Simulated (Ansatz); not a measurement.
# Elastic response of (11,0) carbon nanotube bundle (132 atoms)

How stiff is (11,0) carbon nanotube bundle (132 atoms), and how do its levels respond to strain?

Program: Ansatz 0.2.0. Level of theory: Kohn-Sham DFT, PBE+D3(BJ), PAW (set soft_2), plane waves. Values are calculated unless marked as measured.

## 1. The structure

The cell holds 132 atoms: 132 C. Cell: a = 11.913 Å, b = 11.913 Å, c = 12.549 Å, α = 90.0°, β = 90.0°, γ = 120.0°. It derives from C (graphene). Graphene sheet (a = 2.46 Å) rolled into a (11,0) tube of diameter 8.61 Å, 3 periods, hexagonal bundle with 3.3 Å between walls; minimised with a classical potential (one cell length free).

Limits known from the start: Only the Γ point is sampled.

## 2. Single point at the start

The forces at the start show how far the geometry lies from a minimum of this functional.

input.yaml reads:

```yaml
crystal:
  lattice:
    - [11.91347, 0.0, 0.0]
    - [-5.95673, 10.31736, 0.0]
    - [0.0, 0.0, 12.54944]
  atoms:
    - { symbol: C, position: [0.36069, 0.0, 0.1202] }
    - { symbol: C, position: [0.40495, 0.11724, 0.06505] }
    - { symbol: C, position: [0.41613, 0.22496, 0.12019] }
    - { symbol: C, position: [0.39298, 0.31397, 0.06504] }
    - { symbol: C, position: [0.40495, 0.11724, 0.28686] }
    - { symbol: C, position: [0.41613, 0.22496, 0.23172] }
    - { symbol: C, position: [0.33841, 0.37766, 0.1202] }
    - { symbol: C, position: [0.25703, 0.41147, 0.06505] }
    - { symbol: C, position: [0.39298, 0.31397, 0.28686] }
    - { symbol: C, position: [0.33841, 0.37766, 0.23171] }
    - { symbol: C, position: [0.15444, 0.41147, 0.12019] }
    - { symbol: C, position: [0.03925, 0.37766, 0.06504] }
    - { symbol: C, position: [0.25703, 0.41147, 0.28685] }
    - { symbol: C, position: [0.15444, 0.41147, 0.23172] }
    - { symbol: C, position: [0.92099, 0.31397, 0.1202] }
    - { symbol: C, position: [0.80883, 0.22496, 0.06505] }
    - { symbol: C, position: [0.03925, 0.37766, 0.28687] }
    - { symbol: C, position: [0.92099, 0.31397, 0.23171] }
    - { symbol: C, position: [0.71229, 0.11724, 0.12019] }
    - { symbol: C, position: [0.63931, 0.0, 0.06504] }
    - { symbol: C, position: [0.80883, 0.22496, 0.28685] }
    - { symbol: C, position: [0.71229, 0.11724, 0.23172] }
    - { symbol: C, position: [0.59505, 0.88276, 0.12019] }
    - { symbol: C, position: [0.58387, 0.77504, 0.06505] }
    - { symbol: C, position: [0.63931, 0.0, 0.28687] }
    - { symbol: C, position: [0.59505, 0.88276, 0.23172] }
    - { symbol: C, position: [0.60702, 0.68603, 0.1202] }
    - { symbol: C, position: [0.66159, 0.62234, 0.06504] }
    - { symbol: C, position: [0.58387, 0.77504, 0.28685] }
    - { symbol: C, position: [0.60702, 0.68603, 0.23171] }
    - { symbol: C, position: [0.74297, 0.58853, 0.12019] }
    - { symbol: C, position: [0.84556, 0.58853, 0.06505] }
    [... 94 atom lines left out ...]
    - { symbol: C, position: [0.19117, 0.77504, 0.78685] }
    - { symbol: C, position: [0.28771, 0.88276, 0.73172] }
    - { symbol: C, position: [0.07901, 0.68603, 0.95353] }
    - { symbol: C, position: [0.19117, 0.77504, 0.89839] }
    - { symbol: C, position: [0.28771, 0.88276, 0.95352] }
    - { symbol: C, position: [0.36069, 0.0, 0.89837] }
kpoints:
  mp_grid: { grid: [1, 1, 1] }
hamiltonian:
  xc: pbe
  dispersion: d3bj
scf:
  occupations: { method: fermi_dirac, width: 0.025 }
output:
  forces: true
```

Started as:

```console
> ansatz run input.yaml --threads 4 --pin off --max-ram 8192MiB --backend cpu --events-out ev --progress --plain --runs-dir out
```

The program printed:

```text
Warning: the atoms were moved onto the symmetric positions of the space group found under crystal.symmetry.tolerance 1.0e-5 (fractional; no operation is sought that the atoms, as they stand in a round, miss by more than twice it, and no atom is moved by as much as it), and the run uses the moved positions. [...]
[...]
Pseudopotentials: kind: paw
Pseudopotential: C, paw, valence charge 4, recommended cutoff 420 eV (normal), C.paw.azcp
[... 5 lines on functional and potentials left out ...]
Crystal: 132 atoms, lattice volume = 1542.521 Å³
Basis set: ecut = 420 eV, 30101 PW (Γ), exchange–correlation on 160×160×180 points (8 copies of the dense FFT grid, shifted against one another)
Bands: 396, of which v1, the nominal top of the filled ones, is band 264 counted from 1 (263 counted from 0)
Symmetry: 24 space group operations
Space group: Cmcm (ITA 63), of the structure as read, at distance tolerance 1.2e-4 Å
k-points: 1
[... 3 lines on functional and potentials left out ...]
Initial density: superposition of atomic densities (neutral atoms: chi_scale 0, normalization atom), corrected by the library's trained network
Initial wavefunctions: pseudopotential atomic-orbital guess
[...]
SCF iter   1: F=—  HF=-33120.681928 eV  |F-HF|=—  |Δ(HF+E_count)|=         —  Δρ=4.20e-3  dr2=3.06e-1  ethr=1.77e-3  ⟨swp⟩=7.0  Hψ=1779  notcnv=0  defer=91
preconditioner: auto → Resta (q_TF=auto, 2.282 Å⁻¹)  ε∞=3.0  [insulator: Δε(μ)=0.912 eV  Ē_g=15.369 eV  σ=0.025 eV  W_gap=1.00  n_scr=326 (ndim 8)  ℏωp=21.7 eV  f_vac=0.271  D(μ)=0.00/eV (n_scr^D=0)  ε∞_Penn≈3.0  vacuum switching on, ρ_ref=1.7e-2 e/Å³]
SCF iter   2: F=—  HF=-33120.718274 eV  |F-HF|=—  |Δ(HF+E_count)|=   3.63e-2  Δρ=2.06e-3  dr2=4.91e-2  ethr=5.79e-5  ⟨swp⟩=2.0  Hψ=669  notcnv=0  defer=121
SCF iter   3: F=—  HF=-33120.748670 eV  |F-HF|=—  |Δ(HF+E_count)|=   3.04e-2  Δρ=5.45e-4  dr2=4.38e-3  ethr=9.30e-6  ⟨swp⟩=2.0  Hψ=489  notcnv=0  defer=31
automatic band count: iteration 3 solves 306 bands in place of 396: the levels show a gap, and the empty bands left out lie too high to hold charge; the band table lists the bands solved (type scf.n_extra_bands for more)
SCF iter   4: F=—  HF=-33120.754885 eV  |F-HF|=—  |Δ(HF+E_count)|=   6.21e-3  Δρ=1.91e-4  dr2=1.16e-3  ethr=8.29e-7  ⟨swp⟩=2.0  Hψ=516  notcnv=0  defer=31
SCF iter   5: F=—  HF=-33120.755053 eV  |F-HF|=—  |Δ(HF+E_count)|=   1.68e-4  Δρ=7.86e-5  dr2=3.58e-4  ethr=2.20e-7  ⟨swp⟩=2.0  Hψ=458  notcnv=0  defer=31
SCF iter   6: F=—  HF=-33120.755181 eV  |F-HF|=—  |Δ(HF+E_count)|=   1.28e-4  Δρ=3.18e-5  dr2=2.39e-5  ethr=6.78e-8  ⟨swp⟩=2.0  Hψ=423  notcnv=0  defer=31
SCF iter   7: F=—  HF=-33120.756244 eV  |F-HF|=—  |Δ(HF+E_count)|=   1.06e-3  Δρ=9.80e-6  dr2=1.96e-6  ethr=4.52e-9  ⟨swp⟩=2.0  Hψ=443  notcnv=0  defer=31
SCF iter   8: F=—  HF=-33120.756246 eV  |F-HF|=—  |Δ(HF+E_count)|=   2.74e-6  Δρ=3.18e-6  dr2=2.94e-7  ethr=3.72e-10  ⟨swp⟩=2.0  Hψ=539  notcnv=0  defer=31
SCF iter   9: F=-33120.756246 eV  HF=-33120.756246 eV  |F-HF|=1.46e-8  |Δ(HF+E_count)|=   4.99e-8  Δρ=6.36e-7  dr2=5.13e-9  ethr=1.89e-11  ⟨swp⟩=4.0  Hψ=1021  notcnv=0
SCF 1 converged in 9 iterations: F = -33120.756246 eV  dr2 = 5.13e-9
[...]
SCF converged after 9 iterations
Free energy (F): -33120.756246 eV
Harris-Foulkes:  -33120.756246 eV  (|F-HF|=1.46e-8)
Internal energy: -33120.756246 eV  (E = F + TS)
E sigma→0 (E₀):  -33120.756246 eV
Entropy (-TS):   -0.000000 eV (-0.000 meV/atom)
Fermi energy:    4.441665 eV
--- Per-component energies (eV) ---
[...]
Σ components = -33120.756246   (vs F -33120.756246, Δ=0.00e0)
--- Forces (eV/Å), atoms counted from 1 ---
  atom   1  C      0.21712461    -0.00000005     0.07632798
  atom   2  C      0.26833211     0.02976112    -0.08711742
  atom   3  C      0.21908506     0.12360278     0.18053282
  atom   4  C      0.13740653     0.24044104    -0.15286545
[...]
atom 132  C      0.21712461    -0.00000005    -0.07632798
  max |Σ_I F_I| component: 1.62e-15 eV/Å
```

It took 17 s on 4 threads of Arm Neoverse V1, shared host; peak memory 1.9 GiB.

The column dr2 measures how far the density is from self-consistency, as an energy; F and HF (Harris–Foulkes) agree once it is small.

The program notes that positions were snapped to a detected symmetry.

The r.m.s. force at the start is 0.16 eV/Å.

## 3. Cell and atoms relaxed

Cell and atoms are freed together, to release stress as well as forces.

input.yaml reads:

```yaml
crystal:
  lattice:
    - [11.91347, 0.0, 0.0]
    - [-5.95673, 10.31736, 0.0]
    - [0.0, 0.0, 12.54944]
  atoms:
    [... the 132 atom lines of step 2 ...]
kpoints:
  mp_grid: { grid: [1, 1, 1] }
hamiltonian:
  xc: pbe
  dispersion: d3bj
scf:
  occupations: { method: fermi_dirac, width: 0.025 }
output:
  forces: true
relax:
  f_tol: 0.05
  max_steps: 150
  cell: {}
```

The program printed:

```text
[...]
Crystal: 132 atoms, lattice volume = 1542.521 Å³
Basis set: ecut = 420 eV, 30101 PW (Γ), exchange–correlation on 160×160×180 points (8 copies of the dense FFT grid, shifted against one another)
Bands: 396, of which v1, the nominal top of the filled ones, is band 264 counted from 1 (263 counted from 0)
Symmetry: 24 space group operations
[...]
k-points: 1
[...]
SCF iter   1: F=—  HF=-33120.681927 eV  |F-HF|=—  |Δ(HF+E_count)|=         —  Δρ=4.20e-3  dr2=3.06e-1  ethr=1.77e-3  ⟨swp⟩=7.0  Hψ=1779  notcnv=0  defer=91
[...]
SCF iter   9: F=-33120.756246 eV  HF=-33120.756246 eV  |F-HF|=1.73e-8  |Δ(HF+E_count)|=   4.42e-8  Δρ=6.58e-7  dr2=5.86e-9  ethr=1.89e-11  ⟨swp⟩=4.0  Hψ=1104  notcnv=0
SCF 1 converged in 9 iterations: F = -33120.756246 eV  dr2 = 5.86e-9
[...]
relax step   1: F+E_penalty+E_count = -33120.75624649 eV  Δ(F+E_penalty+E_count) = +0.000e0 eV  max|allowed force component| = 2.683e-1 eV/Å  Δτ_max = 0.0000 Å  P = +11.249 GPa  Ω = 1542.521 Å³  (9 SCF iters, dr2 threshold 1.00e-7 eV, accepted)
[... from here on, the SCF cycles and remarks between the steps are left out ...]
relax step   2: F+E_penalty+E_count = -33123.36432651 eV  Δ(F+E_penalty+E_count) = -2.608e0 eV  max|allowed force component| = 1.228e-1 eV/Å  Δτ_max = 0.1055 Å  P = +3.286 GPa  Ω = 1531.401 Å³  energy of the carried Pulay correction = +2.834e-2 eV  (8 SCF iters, dr2 threshold 1.32e-5 eV, accepted)
relax step   3: F+E_penalty+E_count = -33123.21981789 eV  Δ(F+E_penalty+E_count) = +1.445e-1 eV  max|allowed force component| = 5.891e-2 eV/Å  Δτ_max = 0.1145 Å  P = -0.844 GPa  Ω = 1629.785 Å³  energy of the carried Pulay correction = -2.155e-1 eV  (8 SCF iters, dr2 threshold 1.32e-5 eV, accepted)
relax step   4: F+E_penalty+E_count = -33123.51447769 eV  Δ(F+E_penalty+E_count) = -2.947e-1 eV  max|allowed force component| = 9.953e-2 eV/Å  Δτ_max = 0.0754 Å  P = -0.025 GPa  Ω = 1579.321 Å³  energy of the carried Pulay correction = -9.235e-2 eV  (8 SCF iters, dr2 threshold 8.32e-6 eV, accepted)
relax step   5: F+E_penalty+E_count = -33123.51898004 eV  Δ(F+E_penalty+E_count) = -4.502e-3 eV  max|allowed force component| = 4.057e-2 eV/Å  Δτ_max = 0.0257 Å  P = +0.156 GPa  Ω = 1577.054 Å³  energy of the carried Pulay correction = -8.672e-2 eV  (7 SCF iters, dr2 threshold 7.32e-7 eV, rejected (line search))
relax step   6: F+E_penalty+E_count = -33123.53872178 eV  Δ(F+E_penalty+E_count) = -2.424e-2 eV  max|allowed force component| = 1.908e-2 eV/Å  Δτ_max = 0.0127 Å  P = +0.030 GPa  Ω = 1574.958 Å³  energy of the carried Pulay correction = -8.151e-2 eV  (10 SCF iters, accepted)
relax step   7: F+E_penalty+E_count = -33123.54323893 eV  Δ(F+E_penalty+E_count) = -4.517e-3 eV  max|allowed force component| = 5.084e-3 eV/Å  Δτ_max = 0.0077 Å  P = +0.008 GPa  Ω = 1573.450 Å³  energy of the carried Pulay correction = -7.776e-2 eV  (7 SCF iters, dr2 threshold 3.69e-8 eV, accepted)
relax step   8: F+E_penalty+E_count = -33123.63990258 eV  Δ(F+E_penalty+E_count) = -9.666e-2 eV  max|allowed force component| = 7.339e-3 eV/Å  Δτ_max = 0.0000 Å  P = +0.102 GPa  Ω = 1573.450 Å³  stress off target by 1.55e-1 GPa  SCF on the basis re-selected at this cell (its energy is not comparable with the rows above)  (6 SCF iters)
relax step   9: F+E_penalty+E_count = -33123.63254499 eV  Δ(F+E_penalty+E_count) = +7.358e-3 eV  max|allowed force component| = 1.482e-2 eV/Å  Δτ_max = 0.0084 Å  P = -0.004 GPa  Ω = 1577.184 Å³  energy of the carried Pulay correction = -1.015e-2 eV  (8 SCF iters, dr2 threshold 5.97e-8 eV, accepted)
relax step  10: F+E_penalty+E_count = -33123.63979327 eV  Δ(F+E_penalty+E_count) = -7.248e-3 eV  max|allowed force component| = 1.506e-2 eV/Å  Δτ_max = 0.0000 Å  P = +0.001 GPa  Ω = 1577.184 Å³  stress off target by 4.34e-2 GPa  SCF on the basis re-selected at this cell (its energy is not comparable with the rows above)  (5 SCF iters)
[...]
SCF converged after 5 iterations
Free energy (F): -33123.639793 eV
[...]
Internal energy: -33123.639793 eV  (E = F + TS)
E sigma→0 (E₀):  -33123.639793 eV
Entropy (-TS):   -0.000000 eV (-0.000 meV/atom)
Fermi energy:    4.221270 eV
[...]
--- Forces (eV/Å), atoms counted from 1 ---
  atom   1  C      0.00242366    -0.00000000     0.00141449
  atom   2  C      0.00083994    -0.00183547    -0.00777768
  atom   3  C     -0.00070278     0.00128935     0.01141532
  atom   4  C     -0.00045360     0.00079538    -0.00669515
  atom   5  C      0.00083994    -0.00183547     0.00777768
  atom   6  C     -0.00070278     0.00128935    -0.01141532
  atom   7  C      0.00000912     0.00125121     0.00786407
  atom   8  C      0.00297181     0.00025410    -0.01506376
  atom   9  C     -0.00045360     0.00079538     0.00669515
  atom  10  C      0.00000912     0.00125121    -0.00786407
  atom  11  C     -0.00297181     0.00025410     0.01506376
  atom  12  C     -0.00000912     0.00125121    -0.00786407
  atom  13  C      0.00297181     0.00025410     0.01506376
  atom  14  C     -0.00297181     0.00025410    -0.01506376
[...]
atom 131  C      0.00083994     0.00183547     0.00777768
  atom 132  C      0.00242366    -0.00000000    -0.00141449
  max |Σ_I F_I| component: 2.60e-17 eV/Å
--- Stress (GPa, compression-positive) ---
       -0.008244       0.000000      -0.000000
        0.000000       0.043369      -0.000000
       -0.000000      -0.000000      -0.031277
  P = ⅓ Tr σ = 0.0013 GPa (0.013 kbar)
--- Relaxed structure (8 steps of the walk, 7 accepted, 2 SCFs on fresh bases) ---
  F+E_penalty+E_count = -33123.63979327 eV   max|allowed force component| = 1.506e-2 eV/Å   (the final SCF, on the basis selected at the relaxed cell)
  cell:  # Å, volume = 1577.1841 Å³
    - [11.744249, -2.845749e-6, 0]
    - [-5.872122, 10.477965, -2.111789e-17]
    - [0, -2.568658e-17, 12.816819]
  atoms:
    - { symbol: C, position: [0.365181, -3.052059e-19, 0.120323] }
    - { symbol: C, position: [0.410399, 0.116925, 0.064895] }
    - { symbol: C, position: [0.422816, 0.225383, 0.120461] }
    - { symbol: C, position: [0.399682, 0.315520, 0.064815] }
[...]
- { symbol: C, position: [0.365181, -2.886771e-19, 0.898251] }
```

It took 3 min on 4 threads; peak memory 1.9 GiB.

The relaxation converged after 8 steps, with a largest force component of 0.015 eV/Å.

## 4. Single point at the relaxed geometry

One more single point at the end of the walk gives the fuller output and checks the residual forces.

input.yaml reads:

```yaml
crystal:
  lattice:
    - [11.74425, 0.0, 0.0]
    - [-5.87212, 10.47797, 0.0]
    - [0.0, 0.0, 12.81682]
  atoms:
    - { symbol: C, position: [0.36518, 1.0, 0.12032] }
    - { symbol: C, position: [0.4104, 0.11693, 0.06489] }
    - { symbol: C, position: [0.42282, 0.22538, 0.12046] }
    - { symbol: C, position: [0.39968, 0.31552, 0.06482] }
    - { symbol: C, position: [0.4104, 0.11693, 0.28701] }
    - { symbol: C, position: [0.42282, 0.22538, 0.23145] }
    [... 120 atom lines left out ...]
    - { symbol: C, position: [0.19743, 0.77462, 0.78713] }
    - { symbol: C, position: [0.29347, 0.88307, 0.73156] }
    - { symbol: C, position: [0.08416, 0.68448, 0.95376] }
    - { symbol: C, position: [0.19743, 0.77462, 0.89811] }
    - { symbol: C, position: [0.29347, 0.88307, 0.95368] }
    - { symbol: C, position: [0.36518, 1.0, 0.89825] }
kpoints:
  mp_grid: { grid: [1, 1, 1] }
hamiltonian:
  xc: pbe
  dispersion: d3bj
scf:
  occupations: { method: fermi_dirac, width: 0.025 }
output:
  forces: true
  stress: true
  populations: true
  dos:
    method: { smearing: { sigma: 0.15 } }
    de: 0.1
    projected: { site_lists: { C: [C] } }
  eigenvalues: true
  write_density: true
  write_potential: true
  volumetric_format: npy
```

The program printed:

```text
[...]
Crystal: 132 atoms, lattice volume = 1577.185 Å³
Basis set: ecut = 420 eV, 30795 PW (Γ), exchange–correlation on 160×162×180 points (8 copies of the dense FFT grid, shifted against one another)
Bands: 396, of which v1, the nominal top of the filled ones, is band 264 counted from 1 (263 counted from 0)
Symmetry: 24 space group operations
[...]
k-points: 1
[...]
SCF iter   1: F=—  HF=-33123.588760 eV  |F-HF|=—  |Δ(HF+E_count)|=         —  Δρ=3.57e-3  dr2=2.87e-1  ethr=1.77e-3  ⟨swp⟩=7.0  Hψ=1781  notcnv=0  defer=92
[...]
SCF iter   9: F=-33123.639784 eV  HF=-33123.639784 eV  |F-HF|=1.06e-8  |Δ(HF+E_count)|=   1.87e-7  Δρ=6.14e-7  dr2=4.95e-9  ethr=1.89e-11  ⟨swp⟩=32.0  Hψ=4485  notcnv=0
SCF 1 converged in 9 iterations: F = -33123.639784 eV  dr2 = 4.95e-9
[...]
WARN: The output density's exchange-correlation potential varies sharply where the density is thin. Do not read a vacuum level from v_tot or v_xc, or from such a field of the output density. On a cell that repeats whose density bears no net charge and no dipole along the vacuum's axis use v_es (v_loc + v_h of the components); [...]
SCF converged after 9 iterations
Free energy (F): -33123.639784 eV
[...]
Internal energy: -33123.639783 eV  (E = F + TS)
E sigma→0 (E₀):  -33123.639783 eV
Entropy (-TS):   -0.000000 eV (-0.000 meV/atom)
Fermi energy:    4.221330 eV
[...]
--- Forces (eV/Å), atoms counted from 1 ---
  atom   1  C      0.00232271    -0.00000000     0.00014708
  atom   2  C      0.00161937    -0.00498143    -0.00662926
  atom   3  C     -0.00160596     0.00319875     0.01265686
  atom   4  C      0.00103901    -0.00029477    -0.00683031
  atom   5  C      0.00161937    -0.00498143     0.00662926
  atom   6  C     -0.00160596     0.00319875    -0.01265686
  atom   7  C     -0.00211799     0.00224992     0.00905562
  atom   8  C      0.00371851     0.00010072    -0.01364789
  atom   9  C      0.00103901    -0.00029477     0.00683031
  atom  10  C     -0.00211799     0.00224992    -0.00905562
  atom  11  C     -0.00371851     0.00010072     0.01364789
  atom  12  C      0.00211799     0.00224992    -0.00905562
  atom  13  C      0.00371851     0.00010072     0.01364789
  atom  14  C     -0.00371851     0.00010072    -0.01364789
[...]
atom 131  C      0.00161937     0.00498143     0.00662926
  atom 132  C      0.00232271    -0.00000000    -0.00014708
  max |Σ_I F_I| component: 1.58e-17 eV/Å
--- Stress (GPa, compression-positive) ---
       -0.007032       0.000000       0.000000
        0.000000       0.044180       0.000000
        0.000000      -0.000000      -0.030850
  P = ⅓ Tr σ = 0.0021 GPa (0.021 kbar)
--- Band table (eV) ---
[...]
--- Löwdin populations: 132 sites ---
  site symbol       q [e]
     0      C      3.9626
     1      C      3.9613
     2      C      3.9580
[...]
131      C      3.9626
  spilling = 0.009760 (of n_electrons = 528.000000)
```

The job ended after 33 s (4 threads; peak memory 2 GiB; 2.1 min of CPU time).

The program notes that the exchange-correlation potential is rough where the density is thin.

Numbers from this run:

```
free energy                                      : -33123.6398 eV
free energy per atom                             : -250.9367 eV/atom
SCF cycles                                       : 9
pressure                                         : 0.002099 GPa
r.m.s. force component                           : 0.00596 eV/Å
longest force                                    : 0.01415 eV/Å
Fermi energy                                     : 4.221 eV
gap (highest filled to lowest empty level) : 0.7985 eV
spilling of the projection                       : 0.00976
```

(Continued in part 2 of 3.)

[Long decimals in the printed logs are rounded to 6 places.]

[Logs are printed without paths, hosts, clocks, repeated set-up lines and the standing remarks that a program may print on its own settings, such as how far it seeks lower states.]

[Hosts, paths, dates, database ids (printed as entryN), source tags and the programs' standing remarks are cut or masked in the printed files.]
